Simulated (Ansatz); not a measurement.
# Phonons of HfB2 (P6/mmm) against volume

Aim: how do the optical modes of HfB2 (P6/mmm) move with volume?

Method: DFT PBEsol, scalar-relativistic, plane waves, PAW; PAW set soft_1, in Ansatz 0.2.0.

Most raw output is cut from this account.

**1. The structure**

It takes space group P6/mmm (No. 191, hexagonal). The conventional cell has a = 3.140 Å, b = 3.140 Å, c = 3.480 Å, α = 90.00°, β = 90.00°, γ = 120.00°. Nearest to B lie 3 B at 1.81 Å and 6 Hf at 2.51 Å. Nearest to Hf lie 12 B at 2.51 Å. Farther neighbours are not listed.

Structure file:

```cif
data_structure
_symmetry_space_group_name_H-M 'P 1'
_symmetry_Int_Tables_number 1
_cell_length_a 3.1400
_cell_length_b 3.1400
_cell_length_c 3.4800
_cell_angle_alpha 90.000
_cell_angle_beta 90.000
_cell_angle_gamma 120.000
_cell_volume 29.71
loop_
_atom_site_label
_atom_site_type_symbol
_atom_site_fract_x
_atom_site_fract_y
_atom_site_fract_z
_atom_site_occupancy
B1 B 0.33333 0.66667 0.50000 1
B2 B 0.66667 0.33333 0.50000 1
Hf3 Hf 0.00000 0.00000 0.00000 1
```

**2. Relaxation**

Harmonic phonons are second derivatives at a point where the forces vanish, and they are wanted at zero stress, so atoms and cell are relaxed first.

Contents of input.yaml:

```yaml
crystal:
  lattice:
    - [3.14, 0.0, 0.0]
    - [-1.57, 2.7193197679, 0.0]
    - [0.0, 0.0, 3.48]
  atoms:
    - { symbol: B, position: [0.33333333, 0.66666667, 0.5] }
    - { symbol: B, position: [0.66666667, 0.33333333, 0.5] }
    - { symbol: Hf, position: [0.0, 0.0, 0.0] }
kpoints:
  mp_grid: { grid: [15, 15, 12] }
hamiltonian:
  xc: pbesol
  pseudopotentials: { kind: paw, azcp: { folder: soft_1 }, xc_functional: pbe }
scf:
  occupations: { method: gaussian, width: 0.1 }
output:
  forces: true
  stress: true
  eigenvalues: true
  write_density: true
  write_potential: true
  elf: true
  volumetric_format: npy
relax:
  adjacent_minimum: "off"
  f_tol: 0.005
  max_steps: 80
  cell: { stress_tol: 0.05 }
```

Run with:

```
$ ansatz run input.yaml --threads 4 --pin off --max-ram 10240MiB --backend cpu --events-out ev --progress --plain --runs-dir out
```

The job ended after 9.9 s (4 threads of Arm Neoverse V1, shared host; peak memory 0.46 GiB).

The steps of the relaxation:

| step | energy less that of the first step (eV) | largest force component (eV/Å) | pressure (GPa) | volume (Å³) |
| --- | --- | --- | --- | --- |
| 1 | 0.0000 | 0.0000 | -4.36 | 29.71 |
| 2 | -0.0054 | 0.0000 | 1.85 | 28.98 |
| 3 | -0.0079 | 0.0000 | 0.23 | 29.18 |
| 4 | -0.0080 | 0.0000 | -0.02 | 29.20 |
| 5* | -0.0077 | 0.0000 | -0.04 | 29.20 |

Relaxation steps marked * repeat the geometry before them on a plane-wave basis chosen anew for their cell, so energy and pressure can jump there.

Forces are held to the 24 operations that the run works with; a distortion that breaks them can't arise in this run.

| conventional cell, symmetrised | before | after | change |
| --- | --- | --- | --- |
| a (Å) | 3.140 | 3.127 | -0.4 % |
| b (Å) | 3.140 | 3.127 | -0.4 % |
| c (Å) | 3.480 | 3.447 | -0.9 % |
| volume (Å³/atom) | 9.90 | 9.73 | -1.7 % |

The relaxed structure:

```cif
data_structure
_symmetry_space_group_name_H-M 'P 1'
_symmetry_Int_Tables_number 1
_cell_length_a 3.1274
_cell_length_b 3.1274
_cell_length_c 3.4472
_cell_angle_alpha 90.000
_cell_angle_beta 90.000
_cell_angle_gamma 120.000
_cell_volume 29.20
loop_
_atom_site_label
_atom_site_type_symbol
_atom_site_fract_x
_atom_site_fract_y
_atom_site_fract_z
_atom_site_occupancy
B1 B 0.33333 0.66667 0.50000 1
B2 B 0.66667 0.33333 0.50000 1
Hf3 Hf 0.00000 0.00000 0.00000 1
```

This step gave:

```yaml
pressure: -0.03764 GPa
volume_per_atom: 9.733 Å³
gap_on_the_k_mesh: 0 eV
```

ELF in the ab plane at fractional z = 0.500, with atoms of B within 0.2 Å of it. It is the smooth field of the valence electrons, not physical close to the nuclei.

Ten even steps from '_' (0.00) to '@' (0.86):
```
::::--++**%%@@@@@@@@%%**++--::::
----==**##############**==----::
==++****++==----==++****++==----
****##++::______::++##****++==++
##%%##==________==##%%##********
@@@@##--______--##@@@@%%##**##%%
@@@@##--____--##@@@@@@##++++##@@
@@@@##==::==##@@@@@@##==::==##@@
@@@@##++++##@@@@@@##--____--##@@
@@%%##**##%%@@@@##--______--##@@
##********##%%##==________==##%%
**++==++****##++::______::++##**
==----==++****++==----==++****++
--::----==**##############**==--
::::::--++**%%@@@@@@@@%%**++--::
::::--==**##@@@@@@@@@@##**==--::
```
Columns run along a (3.1 Å), rows up along b (3.1 Å). Atoms in or near the plane, at fractional coordinates: B at (0.33, 0.67), B at (0.67, 0.33).

Electrostatic potential energy in the ab plane at fractional z = 0.500, with atoms of B within 0.2 Å of it. With pseudopotentials it is smooth inside the atoms' cores, unlike the true potential.

Ten even steps from '0' (-24 eV) to '9' (19 eV):
```
9999988778899999
9999864346899999
9998520025899999
9985100015899999
9862000026899999
8840000048888888
8730000378865568
8742124787421247
8865568873000037
8888888840000048
9999998620000268
9999998510001589
9999998520025899
9999998643468999
9999998877889999
9999998888899999
```
Columns run along a (3.1 Å; values clipped at the 3rd and 97th percentile), rows up along b (3.1 Å). Atoms in or near the plane, at fractional coordinates: B at (0.33, 0.67), B at (0.67, 0.33).

Valence density in the ab plane at fractional z = 0.500, with atoms of B within 0.2 Å of it. It is the smooth field of the valence electrons, not physical close to the nuclei.

Ten even steps from '0' (0.17 e/Å³) to '9' (0.80 e/Å³):
```
0012357997532100
0113579997531100
1235789987532111
2357875787532212
4578733787543333
6799535997655555
8999779998777777
9998889999988899
8777777899977999
6555556799535997
4333345787337875
2212235787578753
1111235789987532
0001135799975311
0001235799753210
0001246898642100
```
Columns run along a (3.1 Å), rows up along b (3.1 Å). Atoms in or near the plane, at fractional coordinates: B at (0.33, 0.67), B at (0.67, 0.33).

In this step the volume went from 9.90 to 9.73 Å³/atom.

**3. Tight relaxation**

Phonons need small forces and stress, so the relaxation is finished with tight tolerances on 15×15×12 k points.

input.yaml, the sections that differ from step 2:

```yaml
crystal:
  lattice:
    - [3.1273910949, 0.0, 0.0]
    - [-1.5636955474, 2.7084001357, 0.0]
    - [0.0, 0.0, 3.4472179595]
  atoms:
    - { symbol: B, position: [0.3333333333, 0.6666666667, 0.5] }
    - { symbol: B, position: [0.6666666667, 0.3333333333, 0.5] }
    - { symbol: Hf, position: [0.0, 0.0, 0.0] }
scf:
  occupations: { method: methfessel_paxton, width: 0.2 }
output:
  forces: true
  stress: true
  eigenvalues: true
relax:
  adjacent_minimum: "off"
  f_tol: 0.001
  max_steps: 60
  cell: { stress_tol: 0.01 }
# kpoints, hamiltonian: as in step 2
```

It took 6.7 s on 4 threads; peak memory 0.45 GiB; 24 s of CPU time.

Little changed from the start: no atom moved by 0.005 Å and no cell edge by 0.1 %.

Numbers from this step:

- pressure: -5.66e-4 GPa
- volume per atom: 9.731 Å³

The forces vanish by symmetry and the pressure is -0.001 GPa, within the tolerances set. The cell now holds 9.73 Å³/atom.

**4. Modes at rest**

The force constants come from the linear response of the density to a displacement.

The modes at rest are the reference of the series.

input.yaml, the sections that differ from step 3:

```yaml
crystal:
  lattice:
    - [3.1271564303, 0.0, 0.0]
    - [-1.5635782151, 2.7081969102, 0.0]
    - [0.0, 0.0, 3.4471990242]
  atoms:
    - { symbol: B, position: [0.3333333333, 0.6666666667, 0.5] }
    - { symbol: B, position: [0.6666666667, 0.3333333333, 0.5] }
    - { symbol: Hf, position: [0.0, 0.0, 0.0] }
output:
  eigenvalues: true
phonons:
  method: dfpt
# kpoints, hamiltonian, scf: as in step 3
# relax: removed
```

Run time: 32 s. Hardware: 4 threads; peak memory 1.1 GiB.

Numbers from this step:

- sum-rule residual before enforcement: 7.04e-6 eV/Å²
- point group: 6/mmm
- highest optical mode at the zone centre (no LO-TO term): 820.7 cm⁻¹
- lowest optical zone-centre mode: 450.4 cm⁻¹

Patterns of degenerate modes are one choice out of their space. Modes at Γ, with each element's share of the kinetic energy:

| mode | frequency (cm⁻¹) | symmetry | B % | Hf % |
| --- | --- | --- | --- | --- |
| 1 | 0.0 | acoustic | 11 | 89 |
| 2 | 0.0 | acoustic | 11 | 89 |
| 3 | 0.0 | acoustic | 11 | 89 |
| 4 | 450.4 | E1u | 89 | 11 |
| 5 | 450.4 | E1u | 89 | 11 |
| 6 | 477.0 | A2u | 89 | 11 |
| 7 | 559.0 | B1g | 100 | 0 |
| 8 | 820.7 | E2g | 100 | 0 |
| 9 | 820.7 | E2g | 100 | 0 |

Displacements in mode 4 (450.4 cm⁻¹), the largest set to 1:
```
B1  -0.21  1.00  0.00
B2  -0.21  1.00  0.00
Hf3  0.03 -0.12  0.00
```

Displacements in mode 9 (820.7 cm⁻¹), the largest set to 1:
```
B1   0.00  1.00  0.00
B2   0.00 -1.00  0.00
Hf3  0.00  0.00  0.00
```

Before it was imposed, the acoustic sum rule was missed by 7.0e-6 eV/Å². Small misses are needed for a sound result but don't prove that mesh and cutoff are converged. The lowest optical mode is real, 450 cm⁻¹.

**5. Relaxation of a member: 1.06 times the volume at rest**

The cell is set to 1.06 times the volume at rest, and shape and atoms relax at that volume.

input.yaml, the sections that differ from step 4:

```yaml
crystal:
  lattice:
    - [3.1848865319, 0.0, 0.0]
    - [-1.5924432659, 2.7581926448, 0.0]
    - [0.0, 0.0, 3.5227636625]
  atoms:
    - { symbol: B, position: [0.3333333333, 0.6666666667, 0.5] }
    - { symbol: B, position: [0.6666666667, 0.3333333333, 0.5] }
    - { symbol: Hf, position: [0.0, 0.0, 0.0] }
output:
  forces: true
  stress: true
  eigenvalues: true
relax:
  adjacent_minimum: "off"
  f_tol: 0.001
  max_steps: 60
  cell: { stress_tol: 0.01, fix: [volume] }
# kpoints, hamiltonian, scf: as in step 4
# phonons: removed
```

Wall time 7.3 s (4 threads); peak memory 0.46 GiB; 27 s of CPU time.

Relaxation path:

| step | energy less that of the first step (eV) | largest force component (eV/Å) | pressure (GPa) | volume (Å³) |
| --- | --- | --- | --- | --- |
| 1 | 0.0000 | 0.0000 | -13.59 | 30.95 |
| 2 | -0.0001 | 0.0000 | -13.54 | 30.95 |
| 3 | -0.0001 | 0.0000 | -13.56 | 30.95 |
| 4* | -0.0001 | 0.0000 | -13.56 | 30.95 |

Relaxation steps marked * repeat the geometry before them on a plane-wave basis chosen anew for their cell, so energy and pressure can jump there.

The run keeps the 24 symmetry operations that it works with, so distortions that break them were not tested.

| conventional cell, symmetrised | before | after | change |
| --- | --- | --- | --- |
| a (Å) | 3.185 | 3.183 | -0.1 % |
| b (Å) | 3.185 | 3.183 | -0.1 % |
| c (Å) | 3.523 | 3.527 | +0.1 % |
| volume (Å³/atom) | 10.32 | 10.32 | +0.0 % |

The relaxed structure:

```
B Hf
1.0
     3.18298    0.00000    0.00000
    -1.59149    2.75654    0.00000
     0.00000    0.00000    3.52699
B Hf
2 1
Cartesian
  0.0000 1.8377 1.7635
  1.5915 0.9188 1.7635
  0.0000 0.0000 0.0000
```

This step gave:

| Property | Result |
| --- | --- |
| pressure | -13.56 GPa |
| volume per atom | 10.32 Å³ |

The forces vanish by symmetry, at a pressure of -13.56 GPa.

**6. Zone-centre modes of the member: 1.06 times the volume at rest**

The zone-centre modes follow for 1.06 times the volume at rest.

input.yaml, the sections that differ from step 5:

```yaml
crystal:
  lattice:
    - [3.1829784966, 0.0, 0.0]
    - [-1.5914892483, 2.7565402378, 0.0]
    - [0.0, 0.0, 3.5269883671]
  atoms:
    - { symbol: B, position: [0.3333333333, 0.6666666667, 0.5] }
    - { symbol: B, position: [0.6666666667, 0.3333333333, 0.5] }
    - { symbol: Hf, position: [0.0, 0.0, 0.0] }
output:
  eigenvalues: true
phonons:
  method: dfpt
# kpoints, hamiltonian, scf: as in step 5
# relax: removed
```

Wall time 33 s (4 threads); peak memory 1.2 GiB; 2 min of CPU time.

Numbers from this step:

```
sum-rule residual before enforcement                    : 9.39e-6 eV/Å²
highest optical mode at the zone centre (no LO-TO term) : 758.4 cm⁻¹
lowest optical zone-centre mode                         : 413.8 cm⁻¹
```

Patterns of degenerate modes are one choice out of their space. The modes at Γ (shares of kinetic energy by element, %):

| mode | frequency (cm⁻¹) | symmetry | B % | Hf % |
| --- | --- | --- | --- | --- |
| 1 | 0.0 | acoustic | 11 | 89 |
| 2 | 0.0 | acoustic | 11 | 89 |
| 3 | 0.0 | acoustic | 11 | 89 |
| 4 | 413.8 | E1u | 89 | 11 |
| 5 | 413.8 | E1u | 89 | 11 |
| 6 | 425.6 | A2u | 89 | 11 |
| 7 | 518.5 | B1g | 100 | 0 |
| 8 | 758.4 | E2g | 100 | 0 |
| 9 | 758.4 | E2g | 100 | 0 |

The lowest optical mode is real, 414 cm⁻¹, and the highest lies at 758.4 cm⁻¹.

For the highest optical mode at the zone centre (no LO-TO term), step 4 gave 821 cm⁻¹; this run, with volume ratio 1.06, gives 758 cm⁻¹ (-8 %).

**7. Relaxation of a member: 0.9 times the volume at rest**

The cell is set to 0.9 times the volume at rest, and shape and atoms relax at that volume.

input.yaml, the sections that differ from step 6:

```yaml
crystal:
  lattice:
    - [3.0253632041, 0.0, 0.0]
    - [-1.5126816021, 2.6200413904, 0.0]
    - [0.0, 0.0, 3.3147672529]
  atoms:
    - { symbol: B, position: [0.3333333333, 0.6666666667, 0.5] }
    - { symbol: B, position: [0.6666666667, 0.3333333333, 0.5] }
    - { symbol: Hf, position: [0.0, 0.0, 0.0] }
output:
  forces: true
  stress: true
  eigenvalues: true
relax:
  adjacent_minimum: "off"
  f_tol: 0.001
  max_steps: 60
  cell: { stress_tol: 0.01, fix: [volume] }
# kpoints, hamiltonian, scf: as in step 6
# phonons: removed
```

Elapsed: 7.1 s, on 4 threads; peak memory 0.44 GiB.

Little changed from the start: no atom moved by 0.005 Å and no cell edge by 0.1 %.

Numbers from this step:

| Item | Value |
| --- | --- |
| pressure | 33.71 GPa |
| volume per atom | 8.758 Å³ |

The forces vanish by symmetry, at a pressure of 33.71 GPa.

**8. Zone-centre modes of the member: 0.9 times the volume at rest**

The zone-centre modes follow for 0.9 times the volume at rest.

input.yaml, the sections that differ from step 7:

```yaml
crystal:
  lattice:
    - [3.0267262055, 0.0, 0.0]
    - [-1.5133631028, 2.6212217843, 0.0]
    - [0.0, 0.0, 3.3117824998]
  atoms:
    - { symbol: B, position: [0.3333333333, 0.6666666667, 0.5] }
    - { symbol: B, position: [0.6666666667, 0.3333333333, 0.5] }
    - { symbol: Hf, position: [0.0, 0.0, 0.0] }
output:
  eigenvalues: true
phonons:
  method: dfpt
# kpoints, hamiltonian, scf: as in step 7
# relax: removed
```

Wall time 33 s (4 threads); peak memory 1.1 GiB.

This step gave:

```
sum-rule residual before enforcement                    : 2.47e-5 eV/Å²
highest optical mode at the zone centre (no LO-TO term) : 939.2 cm⁻¹
lowest optical zone-centre mode                         : 519.0 cm⁻¹
```

Patterns of degenerate modes are one choice out of their space. The modes at Γ (shares of kinetic energy by element, %):

| mode | frequency (cm⁻¹) | symmetry | B % | Hf % |
| --- | --- | --- | --- | --- |
| 1 | 0.0 | acoustic | 11 | 89 |
| 2 | 0.0 | acoustic | 11 | 89 |
| 3 | 0.0 | acoustic | 11 | 89 |
| 4 | 519.0 | E1u | 89 | 11 |
| 5 | 519.0 | E1u | 89 | 11 |
| 6 | 572.4 | A2u | 89 | 11 |
| 7 | 633.2 | B1g | 100 | 0 |
| 8 | 939.2 | E2g | 100 | 0 |
| 9 | 939.2 | E2g | 100 | 0 |

Displacements in mode 5 (519.0 cm⁻¹), the largest set to 1:
```
B1   0.54  1.00  0.00
B2   0.54  1.00  0.00
Hf3 -0.06 -0.12  0.00
```

Displacements in mode 9 (939.2 cm⁻¹), the largest set to 1:
```
B1   0.00  1.00  0.00
B2   0.00 -1.00  0.00
Hf3  0.00  0.00  0.00
```

The lowest optical mode is real, 519 cm⁻¹, and the highest lies at 939.2 cm⁻¹.

Between step 4 and this run (volume ratio 0.9) the value for the highest optical mode at the zone centre (no LO-TO term) moves from 821 cm⁻¹ to 939 cm⁻¹ (+14 %).

**9. All members side by side**

The members are set side by side, also those not shown above.

Each row is one cell with its response, relaxed at fixed volume as far as symmetry leaves anything free; energies are extrapolated to zero smearing, and E0 is that at rest; shape and atoms are relaxed in each cell where symmetry leaves them free; all runs use 15×15×12 k points and Methfessel-Paxton smearing of 0.2 eV. State of the crystal along the series:

| volume ratio | V (Å³/atom) | pressure (GPa) | E - E0 (meV/atom) | first cell vector (Å) | third cell vector (Å) |
| --- | --- | --- | --- | --- | --- |
| 0.9 | 8.758 | 33.71 | 93.95 | 3.027 | 3.312 |
| 0.92 | 8.953 | 25.56 | 58.03 | 3.048 | 3.339 |
| 0.94 | 9.148 | 18.19 | 31.52 | 3.068 | 3.366 |
| 0.96 | 9.342 | 11.52 | 13.54 | 3.088 | 3.393 |
| 0.98 | 9.537 | 5.478 | 3.276 | 3.108 | 3.42 |
| 0.99 | 9.634 | 2.671 | 0.8093 | 3.118 | 3.434 |
| 1 | 9.731 | -5.66e-4 | 0 | 3.127 | 3.447 |
| 1.02 | 9.926 | -4.968 | 3.067 | 3.146 | 3.474 |
| 1.04 | 10.12 | -9.473 | 11.88 | 3.165 | 3.501 |
| 1.06 | 10.31 | -13.56 | 25.91 | 3.183 | 3.527 |

Each mode is tracked from rest by its pattern, and modes that stay within 0.3 cm⁻¹ of each other stand once; shape and atoms are relaxed in each cell where symmetry leaves them free; all runs use 15×15×12 k points and Methfessel-Paxton smearing of 0.2 eV. Optical modes along the series:

| V (Å³/atom) | mode 4 E1u (cm⁻¹) | mode 6 A2u (cm⁻¹) | mode 7 B1g (cm⁻¹) | mode 8 E2g (cm⁻¹) |
| --- | --- | --- | --- | --- |
| 8.758 | 519 | 572.4 | 633.2 | 939.2 |
| 8.953 | 504.4 | 552.2 | 617.7 | 913.8 |
| 9.148 | 490.3 | 532.5 | 602.5 | 889.3 |
| 9.342 | 476.6 | 513.5 | 587.6 | 865.7 |
| 9.537 | 463.3 | 495 | 573.1 | 842.8 |
| 9.634 | 456.8 | 486 | 566 | 831.6 |
| 9.731 | 450.4 | 477 | 559 | 820.7 |
| 9.926 | 437.8 | 459.5 | 545.2 | 799.2 |
| 10.12 | 425.6 | 442.4 | 531.7 | 778.5 |
| 10.31 | 413.8 | 425.6 | 518.5 | 758.4 |

From cubic fits (parabolas where under five rows exist) of ln ω and P against ln V through the rows within about 4 % of rest: γ = −d ln ω / d ln V and dω/dP = γ ω / B. Slopes at rest:

| mode | fitted frequency at rest (cm⁻¹) | Grüneisen parameter γ | dω/dP (cm⁻¹/GPa) |
| --- | --- | --- | --- |
| mode 4 E1u | 450.4 | 1.41 | 2.44 |
| mode 6 A2u | 477 | 1.86 | 3.41 |
| mode 7 B1g | 559 | 1.25 | 2.68 |
| mode 8 E2g | 820.7 | 1.33 | 4.17 |

**10. Results**

```
members                                                          : 10
highest optical mode at the zone centre (no LO-TO term), at rest : 820.7 cm⁻¹
bulk modulus at rest                                             : 261 GPa
mode 4 E1u, γ                                                    : 1.41
mode 6 A2u, γ                                                    : 1.86
mode 7 B1g, γ                                                    : 1.25
mode 8 E2g, γ                                                    : 1.33
```

What this shows: The series spans -13.6 to 33.7 GPa, and the slope at rest gives a bulk modulus of 261 GPa. Among the modes in the table of slopes γ runs from 1.25 (mode 7 B1g) to 1.86 (mode 6 A2u). One k mesh and one cutoff serve the ground states and modes of all volumes. These are harmonic frequencies at zero temperature: anharmonic shifts, linewidths and thermal expansion are left out. Spin-orbit coupling is left out, which can matter for the heavy elements here. With no gap, or one that is small against the smearing, the frequencies hang on the k mesh and the smearing, most of all near Kohn anomalies. The PAW files were made for PBE; the program adapts parts of them to the functional of the run, but their partial waves stay those of PBE, an approximation that was not tested in this session. Only the zone centre was solved, so an instability at another wavevector cannot show here.

[Logs are printed without paths, hosts, clocks, repeated set-up lines and the standing remarks that a program may print on its own settings, such as how far it seeks lower states.]

[Hosts, paths, dates, database ids (printed as entryN), source tags and the programs' standing remarks are cut or masked in the printed files.]
